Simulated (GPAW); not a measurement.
**MgI2: one start, several treatments of the self-energy**

Wanted: the gap of MgI2 under several approximations, with cost.

Calculated with GPAW 26.7.0; PBE and many-body steps on it, plane waves.

This is a report of a sequence of runs, with most program output left out.

The database entry behind the starting cell has ideal inner coordinates that were not refined, so it need not match the best structure at ambient conditions.

## (1) The starting structure

The cell holds 3 atoms: 1 Mg and 2 I. Cell: a = 4.140 Å, b = 4.140 Å, c = 14.400 Å, α = 90.0°, β = 90.0°, γ = 120.0°. It derives from MgI2. Vacuum lies along c.

Structure file:

```xyz
3
Lattice="4.1400 0.0000 0.0000 -2.0700 3.5853 0.0000 0.0000 0.0000 14.4000" Properties=species:S:1:pos:R:3
Mg    0.0000    0.0000    7.2000
I     0.0000    2.3902    8.9200
I     2.0700    1.1951    5.4800
```

 Spin-orbit coupling is left out unless a step names it.

## (2) Empty states on the mesh, 9×9×1 mesh, 357 bands

This step: GPAW 26.7.0; DFT, PBE, plane waves, PAW.

The sums over transitions need many empty states on a uniform mesh; this step solves for them.

run.py reads:

```python
import json
import numpy as np
from gpaw.mpi import world
from gpaw import GPAW

calc = GPAW('gs.gpw').fixed_density(kpts={'size': (9, 9, 1), 'gamma': True},
    parallel={'domain': 1, 'band': 1},
    txt='nscf.txt')
calc.diagonalize_full_hamiltonian(nbands=357)
calc.write('full.gpw', mode='all')
res = {}
kpts = calc.get_ibz_k_points()
res['kpts'] = kpts
res['eigenvalues'] = [calc.get_eigenvalues(kpt=k) for k in range(len(kpts))]
res['n_electrons'] = calc.get_number_of_electrons()

if world.rank == 0:
    with open('result.json', 'w') as f:
        json.dump(res, f, default=lambda x: x.tolist())
```

Started as:

```
$ mpirun -n 4 gpaw python run.py
```

Run time: 4.6 min. Hardware: 4 MPI ranks of Arm Neoverse V1, shared host; peak memory 7.5 GiB.

This step gave:

- gap: 3.638 eV
- k of the valence top: 0, 0, 0
- k of the conduction bottom: 0.4444, 0, 0
- least direct gap: 3.979 eV
- k points computed: 12
- lowest point of the top converged band, above the valence top: 79.1010 eV

On this mesh the gap is 3.638 eV.

## (3) One-shot HSE06

This step: one-shot HSE06 levels on PBE orbitals, plane waves, PAW.

run.py reads:

```python
import json
import numpy as np
from gpaw.mpi import world
from gpaw.hybrids.eigenvalues import non_self_consistent_eigenvalues

dft, vxc, vxc_hyb = non_self_consistent_eigenvalues('full.gpw', 'HSE06', 10, 14, kpt_indices=[0, 9])
res = {'dft': dft[0], 'hybrid': (dft - vxc + vxc_hyb)[0]}
if world.rank == 0:
    with open('hybrid.txt', 'w') as f:
        for k, e0, e1 in zip([0, 9], res['dft'], res['hybrid']):
            print(k, ' '.join(f'{x:9.4f}' for x in e0), '|', ' '.join(f'{x:9.4f}' for x in e1), file=f)

if world.rank == 0:
    with open('result.json', 'w') as f:
        json.dump(res, f, default=lambda x: x.tolist())
```

Started as:

```
$ mpirun -n 4 gpaw python run.py
```

It took 5.9 s on 4 MPI ranks; peak memory 1.5 GiB.

This step gave:

* starting gap on the mesh: 3.638 eV
* hybrid gap on the mesh: 4.567 eV
* least direct hybrid gap on the computed points: 4.923 eV

## (4) GLLB-SC, self-consistent

This step: DFT, GLLB-SC with its derivative discontinuity, plane waves, PAW.

run.py reads:

```python
import json
import numpy as np
from gpaw.mpi import world
from ase import Atoms
from gpaw import GPAW, PW, FermiDirac

atoms = Atoms(['Mg', 'I', 'I'],
    cell=[[4.1400000000, 0.0000000000, 0.0000000000],
      [-2.0700000000, 3.5853451717, 0.0000000000],
      [0.0000000000, 0.0000000000, 14.4000000000]],
    scaled_positions=[[0.0000000000, 0.0000000000, 0.5000000000],
      [0.3333333333, 0.6666666667, 0.6194444444],
      [0.6666666667, 0.3333333333, 0.3805555556]],
    pbc=(True, True, False))
calc = GPAW(mode=PW(450),
    xc='GLLBSC',
    kpts={'size': (9, 9, 1), 'gamma': True},
    occupations=FermiDirac(0.001),
    nbands=-7,
    convergence={'bands': -3},
    maxiter=120,
    txt='gllbsc.txt')
atoms.calc = calc
atoms.get_potential_energy()
homo, lumo = calc.get_homo_lumo()
response = calc.hamiltonian.xc.response
dxc_pot = response.calculate_discontinuity_potential(homo, lumo)
ks_gap, dxc = response.calculate_discontinuity(dxc_pot)
res = {'ks_gap': ks_gap, 'dxc': dxc}

if world.rank == 0:
    with open('result.json', 'w') as f:
        json.dump(res, f, default=lambda x: x.tolist())
```

Started as:

```
$ mpirun -n 4 gpaw python run.py
```

Run time: 35 s. Hardware: 4 MPI ranks; peak memory 0.84 GiB.

This step gave:

```yaml
starting_gap_on_the_mesh: 4.268 eV
derivative_discontinuity: 1.931 eV
quasiparticle_gap_on_the_mesh: 6.199 eV
```

## (5) G0W0, extrapolated in the cutoff

Now the one-shot GW correction: screening in the RPA, then the self-energy of the levels asked for.

This step: G0W0 on PBE, plane waves, PAW.

run.py reads:

```python
import json
import numpy as np
from gpaw.mpi import world
from gpaw.response.g0w0 import G0W0

gw = G0W0('full.gpw',
    filename='gw',
    kpts=[0, 9],
    bands=(10, 14),
    ecut=80.0,
    truncation='2D',
    integrate_gamma='sphere',
    q0_correction=True,
    frequencies={'type': 'nonlinear', 'domega0': 0.15, 'omega2': 15.0},
    eta=0.1,
    nblocksmax=True,
    ecut_extrapolation=True)
gw.calculate()
res = {mode: {k: v for k, v in r.items() if k != 'sigma_eskwn'}
       for mode, r in gw.all_results.items()}

if world.rank == 0:
    with open('result.json', 'w') as f:
        json.dump(res, f, default=lambda x: x.tolist())
```

Started as:

```
$ mpirun -n 4 gpaw python run.py
```

Elapsed: 20 min, on 4 MPI ranks; peak memory 3.9 GiB.

This step gave:

```yaml
quasiparticle_gap_on_the_points_computed: 5.996 eV
least_direct_quasiparticle_gap_on_the_computed_points: 6.374 eV
z_at_the_valence_top: 0.7918
z_at_the_conduction_bottom: 0.8267
starting_gap_on_the_mesh: 3.638 eV
k_of_the_valence_top: 0, 0, 0
k_of_the_conduction_bottom: 0.4444, 0, 0
gaps_at_the_cutoffs_of_the_extrapolation: 5.790, 5.809, 5.832 eV
```

The gap on the mesh goes from 3.64 eV to 6.00 eV, a correction of +2.36 eV.

## (6) One-shot PBE0

This step: one-shot PBE0 levels on PBE orbitals, plane waves, PAW.

run.py reads:

```python
import json
import numpy as np
from gpaw.mpi import world
from gpaw.hybrids.eigenvalues import non_self_consistent_eigenvalues

dft, vxc, vxc_hyb = non_self_consistent_eigenvalues('full.gpw', 'PBE0', 10, 14, kpt_indices=[0, 9])
res = {'dft': dft[0], 'hybrid': (dft - vxc + vxc_hyb)[0]}
if world.rank == 0:
    with open('hybrid.txt', 'w') as f:
        for k, e0, e1 in zip([0, 9], res['dft'], res['hybrid']):
            print(k, ' '.join(f'{x:9.4f}' for x in e0), '|', ' '.join(f'{x:9.4f}' for x in e1), file=f)

if world.rank == 0:
    with open('result.json', 'w') as f:
        json.dump(res, f, default=lambda x: x.tolist())
```

Started as:

```
$ mpirun -n 4 gpaw python run.py
```

It took 7.1 s on 4 MPI ranks; peak memory 1.8 GiB; 28 s of CPU time.

Numbers from this step:

* starting gap on the mesh: 3.638 eV
* hybrid gap on the mesh: 5.294 eV
* least direct hybrid gap on the computed points: 5.636 eV

## (7) Side by side

Times are wall times on 4 MPI ranks of Arm Neoverse V1, shared host, good to a factor of about two.

```csv
run,mesh,bands,screening cutoff (eV),DFT gap (eV),gap on the mesh (eV),direct (eV),time
one-shot HSE06,9×9×1,-,-,3.638,4.567,4.923,5.9 s
"GLLB-SC, self-consistent",9×9×1,-,-,4.268,6.199,-,35 s
"G0W0, extrapolated in the cutoff",9×9×1,-,80,3.638,5.996,6.374,20 min
one-shot PBE0,9×9×1,-,-,3.638,5.294,5.636,7.1 s
```

## (8) Summary of results

| Item | Value |
| --- | --- |
| one-shot HSE06 | 4.567 eV |
| GLLB-SC, self-consistent | 6.199 eV |
| G0W0, extrapolated in the cutoff | 5.996 eV |
| one-shot PBE0 | 5.294 eV |
| known limits | not at the basis limit; no spin-orbit coupling |

GLLB-SC, self-consistent: +1.632 eV against one-shot HSE06, +0.630 eV of it in the start. G0W0, extrapolated in the cutoff: +1.428 eV against one-shot HSE06, at other bands or cutoff, so not like for like. One-shot PBE0: +0.726 eV against one-shot HSE06. One-shot hybrid levels are evaluated on the PBE orbitals. GLLB-SC has a self-consistent start of its own and adds its derivative discontinuity. Bands and cutoff are finite, so the gap is not at the basis limit. The miss can reach some tenths of an eV and take either sign; the mesh is an error of its own. These stock PAW sets were not made for GW; the filled d or f shell of I lies in the frozen core, which bears on start and correction. A denser mesh or path gives a starting gap of 3.58 eV: the GW mesh misses a band edge, so its gaps are not the fundamental one. The many-body steps are scalar-relativistic: spin-orbit coupling is not in them.

[Paths, hosts, dates, memory and timing lines, banners, echoed tables and standing remarks are left out of the program output.]

[Logs are printed without paths, hosts, clocks, repeated set-up lines and the standing remarks that a program may print on its own settings, such as how far it seeks lower states.]

[Runs of the session that timed out or met a known fault of the program may be left out.]

[Hosts, paths, dates, database ids (printed as entryN), source tags and the programs' standing remarks are cut or masked in the printed files.]
